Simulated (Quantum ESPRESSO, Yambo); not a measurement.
An input for Yambo 5.3.0 (SrTiO3 (Tausonite)):

```
optics
bss
bse
em1s
dipoles
rim_cut
RandQpts= 1000000
RandGvec= 1 RL
Chimod= "HARTREE"
BSKmod= "SEX"
BSEmod= "resonant"
BSSmod= "d"
BSENGexx= 30 Ry
BSENGBlk= 4 Ry
% BSEQptR
 1 | 1 |
%
% BSEBands
 15 | 23 |
%
% BEnRange
 0 | 7 | eV
%
% BDmRange
 0.1 | 0.1 | eV
%
BEnSteps= 141
% BLongDir
 1 | 0 | 0 |
%
% BndsRnXs
 1 | 82 |
%
NGsBlkXs= 4 Ry
% LongDrXs
 1 | 1 | 1 |
%
% KfnQP_E
 1.572 | 1.0 | 1.0 |
%
WRbsWF
```

```sh
OMP_NUM_THREADS=1 mpirun -n 4 yambo -F bse11.in -J bse11 -C bse11 > bse11.log
```

The stored states that it reads are on a 6×6×6 mesh. The structure is cubic, space group Pm-3m (No. 221). Conventional cell: a = 3.905 Å, b = 3.905 Å, c = 3.905 Å, α = 90.00°, β = 90.00°, γ = 90.00°. Nearest to Sr lie 12 O at 2.76 Å. Ti has 6 O at 1.95 Å nearest. Nearest to O lie 2 Ti at 1.95 Å and 4 Sr at 2.76 Å. Farther neighbours and most contacts between anions are not listed.

Q: Estimate wall time and host memory on 4 MPI ranks of Arm Neoverse V1, shared host.

It took 8.7 min; on shared hardware allow 4.3 min to 17 min. Peak host memory was 2.2 GiB.

The kernel grows as the square of the matrix size, and full diagonalisation as its cube.

[Paths, hosts, dates, memory and timing lines, banners, echoed tables and standing remarks are left out of the program output.]

[Logs are printed without paths, hosts, clocks, repeated set-up lines and the standing remarks that a program may print on its own settings, such as how far it seeks lower states.]

[Runs of the session that timed out or met a known fault of the program may be left out.]

[Hosts, paths, dates, database ids (printed as entryN), source tags and the programs' standing remarks are cut or masked in the printed files.]
